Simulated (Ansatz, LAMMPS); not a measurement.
**Structural relaxation of a frame of liquid aqueous KCl from 298 K (187 atoms)**

Aim: bring a frame of liquid aqueous KCl from 298 K (187 atoms) to a nearby minimum of the energy and see what moves.

Calculated with Ansatz 0.2.0; Kohn-Sham DFT, PBE, PAW (set soft_2), plane waves.

This is a report of a sequence of runs, with most program output left out.

## 1. Starting point

The cell holds 187 atoms: 59 O, 118 H, 5 K and 5 Cl. Its edges and angles: a = 12.675 Å, b = 12.675 Å, c = 12.675 Å, α = 90.0°, β = 90.0°, γ = 90.0°. 59 H2O, 5 K+, 5 Cl- placed at random, at 1.17 g/cm³; overlaps pushed apart, then 10 ps at 398 K with Joung-Cheatham ions (J. Phys. Chem. B 112, 9020 (2008)); SPC/E water (Berendsen, Grigera and Straatsma, J. Phys. Chem. 91, 6269 (1987)). Snapshot after 20 ps at 298 K and fixed volume.

Limits known from the start: The network of contacts between molecules at the start is that of the classical potential that made the cell. The functional has no dispersion term, which matters for the binding between molecules or layers. The Brillouin zone is sampled at Γ only, in a cell whose shortest periodic width is 13 Å.

## 2. Making the structure

A classical potential supplies the starting structure, since it reaches far longer times than DFT.

This step: classical MD, Joung-Cheatham ions (J. Phys. Chem. B 112, 9020 (2008)); SPC/E water (Berendsen, Grigera and Straatsma, J. Phys. Chem. 91, 6269 (1987)) (LAMMPS 22 Jul 2025 - Update 4).

Contents of in.lmp:

```
# liquid aqueous KCl
units real
atom_style full
boundary p p p
bond_style harmonic
angle_style harmonic
dihedral_style opls
improper_style harmonic
special_bonds lj 0 0 0.5 coul 0 0 0.75
read_data data.lmp
neigh_modify delay 0 every 1 check yes one 4000
comm_modify cutoff 12.0
timestep 0.5
thermo_style custom step time temp pe press density
thermo_modify norm yes
# push overlapping molecules apart
pair_style soft 2.6
pair_coeff * * 0.0
variable a equal ramp(1,60)
fix ad all adapt 1 pair soft a * * v_a
velocity all create 398 483525 mom yes dist gaussian
fix lim all nve/limit 0.03
fix lan all langevin 398 398 50 483526 zero yes
thermo 1000
run 3000 post no
unfix ad
pair_style lj/cut/coul/long 9.0
pair_modify mix arithmetic tail yes
pair_coeff 1 1 0.1553 3.1660   # O
pair_coeff 2 2 0.0000 1.0000   # H
pair_coeff 3 3 0.4297 2.8384   # K
pair_coeff 4 4 0.0128 4.8305   # Cl
kspace_style pppm 1.0e-4
thermo 100
# [... 17 lines left out ...]
compute msd all msd com yes
thermo 5000
fix md all nvt temp 298 298 100
run 20000 post no
print "== T298: mean square displacement over the hold $(c_msd[4]:%.2f) A^2"
unfix md
uncompute msd
write_dump all custom T298.dump id type xs ys zs modify sort id
```

Started as:

```console
> lmp -in in.lmp -log none -nocite
```

Wall time 28 s (1 thread of Arm Neoverse V1, shared host); peak memory 0.074 GiB.

The input also reads data.lmp (atoms, bonds and types; not printed here).

## 3. Single point at the start

The forces at the start show how far the geometry lies from a minimum of this functional.

Contents of input.yaml:

```yaml
crystal:
  lattice:
    - [12.67501, 0.0, 0.0]
    - [0.0, 12.67501, 0.0]
    - [0.0, 0.0, 12.67501]
  atoms:
    - { symbol: O, position: [0.3123, 0.6264, 0.54839] }
    - { symbol: H, position: [0.32179, 0.68214, 0.60341] }
    - { symbol: H, position: [0.34383, 0.5587, 0.57383] }
    - { symbol: O, position: [0.66589, 0.04026, 0.02791] }
    - { symbol: H, position: [0.64366, 0.09696, 0.97776] }
    - { symbol: H, position: [0.7383, 0.01531, 0.00897] }
    - { symbol: O, position: [0.07399, 0.97979, 0.41414] }
    - { symbol: H, position: [0.14947, 0.96074, 0.40134] }
    - { symbol: H, position: [0.06638, 0.00976, 0.48672] }
    - { symbol: O, position: [0.37703, 0.0842, 0.82304] }
    - { symbol: H, position: [0.42091, 0.07697, 0.75787] }
    - { symbol: H, position: [0.30198, 0.09778, 0.80284] }
    - { symbol: O, position: [0.92433, 0.40951, 0.82796] }
    - { symbol: H, position: [0.95144, 0.47821, 0.80022] }
    - { symbol: H, position: [0.84546, 0.4096, 0.82591] }
    - { symbol: O, position: [0.95986, 0.18754, 0.51825] }
    - { symbol: H, position: [0.90682, 0.20673, 0.57343] }
    - { symbol: H, position: [0.02228, 0.23545, 0.52398] }
    - { symbol: O, position: [0.7893, 0.51687, 0.20553] }
    - { symbol: H, position: [0.77971, 0.47407, 0.2711] }
    - { symbol: H, position: [0.86626, 0.52896, 0.19304] }
    - { symbol: O, position: [0.10973, 0.81764, 0.58275] }
    - { symbol: H, position: [0.05424, 0.76599, 0.5609] }
    - { symbol: H, position: [0.07689, 0.88859, 0.59338] }
    - { symbol: O, position: [0.76207, 0.7742, 0.47095] }
    - { symbol: H, position: [0.71235, 0.76071, 0.4112] }
    - { symbol: H, position: [0.82561, 0.72807, 0.46321] }
    - { symbol: O, position: [0.77341, 0.43917, 0.41007] }
    - { symbol: H, position: [0.82784, 0.49161, 0.43269] }
    - { symbol: H, position: [0.7236, 0.42558, 0.46972] }
    - { symbol: O, position: [0.92728, 0.08769, 0.02425] }
    - { symbol: H, position: [0.97048, 0.05639, 0.08238] }
    [... 149 atom lines left out ...]
    - { symbol: K, position: [0.99598, 0.33019, 0.01338] }
    - { symbol: Cl, position: [0.63093, 0.35034, 0.58159] }
    - { symbol: Cl, position: [0.47003, 0.97069, 0.4689] }
    - { symbol: Cl, position: [0.23288, 0.44177, 0.80764] }
    - { symbol: Cl, position: [0.027, 0.54088, 0.15681] }
    - { symbol: Cl, position: [0.93935, 0.60856, 0.48406] }
kpoints:
  mp_grid: { grid: [1, 1, 1] }
hamiltonian:
  xc: pbe
scf:
  occupations: { method: gaussian, width: 0.05 }
output:
  forces: true
  stress: true
  populations: intrinsic
  dos:
    method: { smearing: { sigma: 0.15 } }
    de: 0.1
    projected: { site_lists: { Cl: [Cl], H: [H], K: [K], O: [O] } }
  eigenvalues: true
```

Started as:

```console
> ansatz run input.yaml --threads 4 --pin off --max-ram 8192MiB --backend cpu --events-out ev --progress --plain --runs-dir out
```

The job ended after 43 s (4 threads of Arm Neoverse V1, shared host; peak memory 2.8 GiB).

Numbers from this run:

- free energy: -48478.4066 eV
- free energy per atom: -259.2428 eV/atom
- SCF cycles: 9
- pressure: -1.745 GPa
- r.m.s. force component: 0.5274 eV/Å
- longest force: 1.663 eV/Å
- Fermi energy: 0.5414 eV
- gap (highest filled to lowest empty level): 3.734 eV

The r.m.s. force component of 0.53 eV/Å and the pressure of -1.7 GPa set the starting point.

Neighbours are counted within 1.21 Å (H-O), 3.52 Å (O-K), 3.77 Å (Cl-K).

Length of the force by element and coordination:

```tsv
element	coordination	atoms	mean length of the force (eV/Å)	spread	least	most
Cl	all	5	0.325	0.210	0.124	0.713
Cl	0	3	0.347	0.261	0.124	0.713
Cl	2	2	0.292	0.0827	0.209	0.375
H	all	118	0.999	0.289	0.382	1.66
K	all	5	0.245	0.111	0.144	0.458
K	6	1	0.458	0	0.458	0.458
K	7	4	0.191	0.0356	0.144	0.243
O	all	59	0.623	0.269	0.0918	1.22
O	2	31	0.582	0.290	0.0918	1.22
O	3	26	0.672	0.243	0.176	1.12
O	4	2	0.626	0.0404	0.586	0.666
```

## 4. Cell and atoms relaxed

Cell and atoms are freed together, to release stress as well as forces.

input.yaml, the sections that differ from step 3:

```yaml
output:
  forces: true
relax:
  f_tol: 0.05
  max_steps: 200
  cell: {}
# crystal, kpoints, hamiltonian, scf: as in step 3
```

It took 49 min on 4 threads; peak memory 3 GiB; 3.2 h of CPU time.

Step by step (22 of 110):

```tsv
step	energy less that of the first step (eV)	largest force component (eV/Å)	pressure (GPa)	volume (Å³)
1	0.0000	1.4775	-1.74	2036.31
6	-8.0789	0.6804	-0.21	2071.23
11	-9.1298	0.7156	-0.11	2082.85
17	-9.5957	0.2259	-0.13	2100.25
22	-9.8685	0.2958	0.01	2099.24
27	-10.2068	0.1524	0.01	2095.03
32	-10.3905	0.4073	-0.03	2085.05
37	-10.5414	0.3642	-0.03	2082.96
43	-10.6437	0.3528	-0.04	2075.64
48	-10.7911	0.4493	-0.02	2079.82
53	-10.9426	0.1846	0.01	2081.44
58	-11.0077	0.4182	-0.04	2095.13
63	-11.1453	0.5148	0.01	2098.09
68	-11.1993	0.1270	0.00	2106.39
74*	-11.6079	0.0441	0.23	2107.64
79	-11.5337	0.2227	-0.05	2151.52
84*	-11.7355	0.0465	0.05	2154.43
89*	-11.7651	0.0462	-0.01	2173.96
94	-11.7480	0.1401	0.02	2185.64
100	-11.8287	0.0706	-0.01	2189.24
105	-11.8272	0.0567	0.00	2195.62
110*	-11.9032	0.0204	0.00	2197.89
```

Relaxation steps marked * repeat the geometry before them on a plane-wave basis chosen anew for their cell, so energy and pressure can jump there. Other such steps can lie between the rows shown. Relaxation steps 58, 66, 71, 80, 85, 91, 99 were tried and not accepted.

```tsv
cell as run	before	after	change
a (Å)	12.675	12.797	+1.0 %
b (Å)	12.675	12.456	-1.7 %
c (Å)	12.675	13.804	+8.9 %
α (°)	90.00	91.08	+1.2 %
β (°)	90.00	91.56	+1.7 %
γ (°)	90.00	91.81	+2.0 %
volume (Å³/atom)	10.89	11.75	+7.9 %
```

The atoms that moved most (Å, as changes of fractional coordinates times the final cell):

```tsv
atom	dx	dy	dz	length
H114	-2.499	-1.630	-0.639	3.051
H147	1.791	-1.480	0.648	2.412
O112	-1.804	-1.332	-0.706	2.351
H177	1.541	-1.164	0.824	2.099
H17	-0.872	-1.668	-0.623	1.983
H93	-1.796	-0.144	-0.600	1.899
H128	-1.212	0.756	-1.188	1.858
H77	0.987	-1.417	0.396	1.772
```

The relaxation changed the energy by -63.7 meV/atom, and atoms moved by 1.1 Å r.m.s., 3.1 Å at most.

## 5. Distances and neighbours after relaxation

Bonds before and after, by the cutoffs listed below:

```tsv
pair	bonds before	bonds after	mean before (Å)	mean after (Å)	spread before (Å)	spread after (Å)
H-O	118	118	1.000	0.991	0.000	0.007
O-K	29	27	2.899	2.874	0.203	0.127
Cl-K	4	2	3.217	3.176	0.120	0.057
```

Density 1.08 g/cm³, 11.75 Å³ an atom.

g(r), total and by pair (bins of 0.2 Å):

```tsv
r (Å)	total	H-H	H-O	H-Cl	H-K	O-O	O-Cl
0.90	5.45	0.00	13.75	0.00	0.00	0.00	0.00
1.10	0.67	0.00	1.68	0.00	0.00	0.00	0.00
1.30	0.00	0.00	0.00	0.00	0.00	0.00	0.00
1.50	1.04	2.62	0.00	0.00	0.00	0.00	0.00
1.70	1.02	0.38	2.17	0.00	0.00	0.00	0.00
1.90	0.53	0.06	1.26	0.00	0.00	0.00	0.00
2.10	0.61	1.14	0.09	3.51	0.00	0.00	0.00
2.30	0.89	1.97	0.03	2.82	0.00	0.00	0.00
2.50	0.51	1.21	0.00	0.95	0.00	0.00	0.00
2.70	0.70	0.50	0.02	0.19	0.21	4.25	0.00
2.90	0.71	0.49	0.62	0.00	0.72	1.54	0.00
3.10	1.09	0.59	1.73	0.16	1.85	0.26	3.63
3.30	1.12	0.72	1.67	0.00	2.87	0.14	2.77
3.50	1.14	1.08	1.31	1.66	1.69	0.61	0.74
3.70	1.11	1.36	0.91	1.50	1.20	1.03	0.22
3.90	1.06	1.20	1.05	1.17	1.16	0.76	0.20
4.10	0.98	0.97	0.93	1.25	0.35	1.51	0.53
4.30	1.04	1.06	1.00	1.05	0.39	1.45	0.96
4.50	1.08	1.03	0.98	1.23	1.34	1.29	1.75
4.70	0.98	1.01	0.91	0.94	0.74	1.09	1.20
4.90	1.00	1.00	0.98	0.86	0.87	0.99	1.86
5.10	1.01	0.92	1.05	1.31	1.54	0.83	1.14
5.30	1.02	0.94	1.08	1.06	1.16	0.89	1.27
5.50	0.93	0.96	0.92	1.08	1.13	0.83	1.27
5.70	0.97	0.94	1.02	1.05	1.38	0.79	0.46
5.90	1.01	1.01	1.00	0.80	1.32	0.86	0.94
6.10	0.96	1.06	0.94	0.79	0.72	0.85	0.47
```

Bonds by pair of elements; cutoffs follow the first minimum of g(r), held within bounds set by covalent radii, and pairs that aren't listed don't count as bonded:

```tsv
pair A-B	cutoff (Å)	bonds	mean length (Å)	spread (Å)	shortest (Å)	B about A	A about B
H-O	1.21	118	0.991	0.007	0.971	1	2
O-K	3.38	27	2.87	0.127	2.62	0.458	5.4
Cl-K	3.62	2	3.18	0.057	3.12	0.4	0.4
```

How many atoms have how many bonded neighbours:

```tsv
element	mean	0	1	2	3	4	5	6	7
Cl	0.4	3	2	0	0	0	0	0	0
H	1	0	118	0	0	0	0	0	0
K	5.8	0	0	0	0	0	2	2	1
O	2.46	0	0	34	23	2	0	0	0
```

Bond angles (no mean is given where the spread exceeds 20°):

```tsv
angle	count	mean (°)	spread (°)
O-K-O	61	-	-
H-O-H	59	105	2
H-O-K	54	-	-
Cl-K-O	10	-	-
K-O-K	2	98.7	2.2
```

Hydrogen bonds between water molecules (O–O under 3.5 Å, H–O···O angle under 30°):

```tsv
hydrogen bonds to other water	molecules
0	0
1	3
2	10
3	27
4	17
5	2
```

First shells of the ions:

```tsv
ion	count	shell	mean number
K	5	water O within 3.6 A	5.6
```

Bond length by coordination (bonds to H left out):

```tsv
element	coordination	atoms	mean bond length (Å)
Cl	1	2	3.18
K	5	2	2.92
K	6	2	2.85
K	7	1	2.94
O	3	23	2.86
O	4	2	2.96
```

Counting bonds as in the table, 60 % of Cl atoms have 0, all H atoms have 1, 40 % of K atoms have 5 and as many 6 and 58 % of O atoms have 2 bonded neighbours. The 59 water molecules hold 3.08 hydrogen bonds each to other water on average, with a mean O–O distance of 2.77 Å. Ion shells in this frame: K 5.6 (water O within 3.6 Å).

## 6. Single point at the relaxed geometry

The electronic structure is read at the final geometry, in a run of its own.

Contents of input.yaml:

```yaml
crystal:
  lattice:
    - [12.79426, -0.20021, -0.18197]
    - [-0.20021, 12.45344, -0.12525]
    - [-0.18197, -0.12525, 13.80175]
  atoms:
    - { symbol: O, position: [0.30193, 0.64018, 0.51826] }
    - { symbol: H, position: [0.28184, 0.69235, 0.56901] }
    - { symbol: H, position: [0.35618, 0.59794, 0.55136] }
    - { symbol: O, position: [0.66454, 0.05052, 0.04901] }
    - { symbol: H, position: [0.65033, 0.08971, 0.98839] }
    - { symbol: H, position: [0.73054, 0.01458, 0.03566] }
    - { symbol: O, position: [0.1777, 0.9393, 0.37643] }
    - { symbol: H, position: [0.23551, 0.88858, 0.37475] }
    - { symbol: H, position: [0.13554, 0.91403, 0.43138] }
    - { symbol: O, position: [0.29771, 0.13988, 0.78478] }
    - { symbol: H, position: [0.33377, 0.15166, 0.72221] }
    - { symbol: H, position: [0.23675, 0.1877, 0.78423] }
    - { symbol: O, position: [0.91028, 0.43935, 0.8053] }
    - { symbol: H, position: [0.94725, 0.49482, 0.76633] }
    - { symbol: H, position: [0.83523, 0.44237, 0.78378] }
    - { symbol: O, position: [0.90822, 0.07101, 0.50481] }
    - { symbol: H, position: [0.83585, 0.07117, 0.5261] }
    - { symbol: H, position: [0.9369, 0.14717, 0.50731] }
    - { symbol: O, position: [0.81612, 0.6238, 0.1926] }
    - { symbol: H, position: [0.82152, 0.57969, 0.25241] }
    - { symbol: H, position: [0.88692, 0.62437, 0.16577] }
    - { symbol: O, position: [0.08218, 0.8462, 0.52989] }
    - { symbol: H, position: [0.04827, 0.77578, 0.51143] }
    - { symbol: H, position: [0.03483, 0.88012, 0.5769] }
    - { symbol: O, position: [0.77428, 0.77094, 0.55855] }
    - { symbol: H, position: [0.71491, 0.74344, 0.5157] }
    - { symbol: H, position: [0.83652, 0.74145, 0.52912] }
    - { symbol: O, position: [0.82617, 0.48857, 0.34676] }
    - { symbol: H, position: [0.87048, 0.52545, 0.39786] }
    - { symbol: H, position: [0.75367, 0.48918, 0.37103] }
    - { symbol: O, position: [0.92765, 0.16066, 0.00413] }
    - { symbol: H, position: [0.00441, 0.16127, 0.0151] }
    [... 149 atom lines left out ...]
    - { symbol: K, position: [0.00659, 0.38088, 0.9749] }
    - { symbol: Cl, position: [0.57483, 0.32927, 0.5671] }
    - { symbol: Cl, position: [0.47271, 0.93978, 0.55509] }
    - { symbol: Cl, position: [0.23038, 0.49168, 0.77057] }
    - { symbol: Cl, position: [0.02996, 0.59958, 0.08844] }
    - { symbol: Cl, position: [0.97167, 0.62432, 0.49092] }
kpoints:
  mp_grid: { grid: [1, 1, 1] }
hamiltonian:
  xc: pbe
scf:
  occupations: { method: gaussian, width: 0.05 }
output:
  forces: true
  stress: true
  populations: intrinsic
  dos:
    method: { smearing: { sigma: 0.1 } }
    de: 0.1
    projected: { site_lists: { Cl: [Cl], H: [H], K: [K], O: [O] } }
  eigenvalues: true
  write_density: true
  write_potential: true
  volumetric_format: npy
```

Elapsed: 52 s, on 4 threads; peak memory 3 GiB; 3.4 min of CPU time.

The program notes that the exchange-correlation potential is rough where the density is thin.

The run gave:

| Property | Result |
| --- | --- |
| free energy | -48490.3097 eV |
| free energy per atom | -259.3065 eV/atom |
| SCF cycles | 9 |
| pressure | 0.0003324 GPa |
| r.m.s. force component | 0.00464 eV/Å |
| longest force | 0.02427 eV/Å |
| Fermi energy | 0.1436 eV |
| gap (highest filled to lowest empty level) | 4.549 eV |

Intrinsic-atomic-orbital charges by element and coordination:

```tsv
element	coordination	atoms	mean charge (e)	spread	least	most
Cl	all	5	-0.597	0.0089	-0.606	-0.581
Cl	0	3	-0.595	0.0105	-0.606	-0.581
Cl	1	2	-0.601	0.0028	-0.604	-0.598
H	all	118	0.376	0.0073	0.358	0.394
K	all	5	0.850	0.0065	0.843	0.861
K	5	2	0.852	0.0084	0.844	0.861
K	6	2	0.851	0.0019	0.849	0.853
K	7	1	0.843	0	0.843	0.843
O	all	59	-0.774	0.0298	-0.870	-0.729
O	2	34	-0.754	0.0124	-0.788	-0.729
O	3	23	-0.799	0.0239	-0.870	-0.760
O	4	2	-0.83	0.0028	-0.833	-0.827
```

Density of states as counts of states in windows of 1 eV (from the Fermi level), total and the larger projections:

```tsv
from (eV)	to (eV)	total	O p	H s	Cl p	K p
-18	-15	0.0	0.0	0.0	0.0	0.0
-15	-14	10.0	0.0	0.4	0.0	0.1
-14	-13	18.7	0.2	0.0	0.0	18.4
-13	-12	11.3	0.1	0.0	0.0	11.2
-12	-10	0.0	0.0	0.0	0.0	0.0
-10	-9	35.8	24.6	10.3	0.2	0.0
-9	-8	80.9	56.2	23.1	0.2	0.1
-8	-7	1.4	1.0	0.4	0.0	0.0
-7	-6	31.7	24.0	3.5	0.3	0.0
-6	-5	50.3	40.4	3.6	0.5	0.0
-5	-4	36.0	30.7	1.4	0.3	0.0
-4	-3	100.1	93.3	0.5	4.8	0.1
-3	-2	47.9	25.1	0.4	21.9	0.0
-2	2	0.0	0.0	0.0	0.0	0.0
2	3	2.0	0.0	0.9	0.0	0.0
3	4	12.0	0.7	5.6	0.1	0.0
4	5	24.1	1.5	10.3	0.2	0.0
```

Between -26 and -18 eV lie 118 more states.

The levels nearest the highest filled one (over half full), pooled over k-points and spins:

```tsv
level less the highest filled one (eV)	occupation
-0.362	2
-0.356	2
-0.350	2
-0.305	2
-0.246	2
0	2
4.55	0
5.62	0
5.69	0
5.87	0
5.90	0
5.94	0
```

Electrostatic potential energy in the bc plane at fractional x = 0.016, with atoms of H and O and K and Cl within 0.2 Å of it. With pseudopotentials it is smooth inside the atoms' cores, unlike the true potential.

Ten even steps from '0' (-38 eV) to '9' (5 eV), each cell a mean:
```
99999889998300027899999999999999999
99999999998632368999999999999999999
99999999999888889999999999999999999
99999999999999999999999999999999999
99999999999999999999999999999999999
99999999889999999999768999999999999
79999999999999999995002899999999974
79999999999999999997104899999999731
89999999999999999998416999999999866
99999999988999999999888999999865899
99999999512799999999988899988855899
99999998300699999999622588768899999
99999999978999999999622589989999999
99999999999999999999988999999999999
99999999999999999999999999999999999
99999999999999999999999999999999999
99999999999999999999999999999999988
49999999999999999999999999999999510
49999999999755778999999999999998300
99999999998100226899999999999996127
99999999999634788997435899999998789
99999999999999999982000599745336999
99999889999987889984102798511001899
99998128998621158999888999988547999
```
Columns run along b (12.5 Å; values clipped at the 3rd and 97th percentile), rows up along c (13.8 Å). Atoms in or near the plane, at fractional coordinates: H at (0.16, 0.02), O at (0.86, 0.06), H at (0.78, 0.07), O at (0.97, 0.24), H at (0.93, 0.18), O at (0.36, 0.18), O at (0.60, 0.71), H at (0.60, 0.64), K at (0.38, 0.97), Cl at (0.60, 0.09).

Valence density in the bc plane at fractional x = 0.016, with atoms of H and O and K and Cl within 0.2 Å of it. It is the smooth field of the valence electrons, not physical close to the nuclei.

Values in e/Å³, 13 rows by 16 columns, each cell a mean:
```
0.0 0.0 0.1 0.1 0.1 1.9 2.9 0.5 0.0 0.0 0.0 0.0 0.0 0.1 0.1 0.0
0.0 0.0 0.0 0.0 0.0 0.1 0.2 0.0 0.0 0.0 0.0 0.0 0.0 0.0 0.0 0.0
0.0 0.0 0.0 0.1 0.1 0.0 0.0 0.0 0.1 0.2 0.1 0.0 0.0 0.0 0.0 0.0
0.2 0.0 0.0 0.2 0.2 0.0 0.0 0.0 0.5 4.0 1.8 0.1 0.0 0.0 0.1 0.8
0.3 0.0 0.0 0.1 0.1 0.0 0.0 0.0 0.2 1.4 0.6 0.0 0.0 0.0 0.4 1.3
0.1 0.0 0.0 0.5 1.9 0.4 0.0 0.0 0.1 0.3 0.3 0.1 0.1 0.4 0.4 0.1
0.0 0.0 0.0 0.6 2.3 0.5 0.0 0.0 0.1 1.0 1.3 0.3 0.3 0.3 0.1 0.0
0.0 0.0 0.0 0.0 0.0 0.0 0.0 0.0 0.1 0.3 0.3 0.1 0.0 0.0 0.0 0.0
0.0 0.0 0.0 0.0 0.0 0.0 0.0 0.0 0.0 0.0 0.0 0.0 0.0 0.0 0.0 0.1
1.1 0.0 0.0 0.0 0.0 0.2 0.2 0.0 0.0 0.0 0.0 0.0 0.0 0.0 0.6 4.1
0.4 0.0 0.0 0.0 0.3 3.7 2.4 0.3 0.1 0.2 0.1 0.0 0.0 0.0 0.7 1.9
0.0 0.0 0.0 0.0 0.1 0.6 0.4 0.1 0.6 1.3 1.1 0.2 0.5 1.9 1.1 0.1
0.0 0.1 0.5 0.2 0.1 0.8 1.4 0.3 0.3 1.0 0.6 0.1 0.6 3.2 1.7 0.1
```
Columns run along b (12.5 Å), rows up along c (13.8 Å). Atoms in or near the plane, at fractional coordinates: H at (0.16, 0.02), O at (0.86, 0.06), H at (0.78, 0.07), O at (0.97, 0.24), H at (0.93, 0.18), O at (0.36, 0.18), O at (0.60, 0.71), H at (0.60, 0.64), K at (0.38, 0.97), Cl at (0.60, 0.09).

Mean intrinsic-atomic-orbital charges: Cl -0.60, H +0.38, K +0.85, O -0.77 e. The largest share in the top eV of filled states is O p (67 % of the projected weight), and in the lowest eV of empty states H s (50 % of the projected weight).

(Continued in part 2 of 2.)

[Logs are printed without paths, hosts, clocks, repeated set-up lines and the standing remarks that a program may print on its own settings, such as how far it seeks lower states.]

[Hosts, paths, dates, database ids (printed as entryN), source tags and the programs' standing remarks are cut or masked in the printed files.]
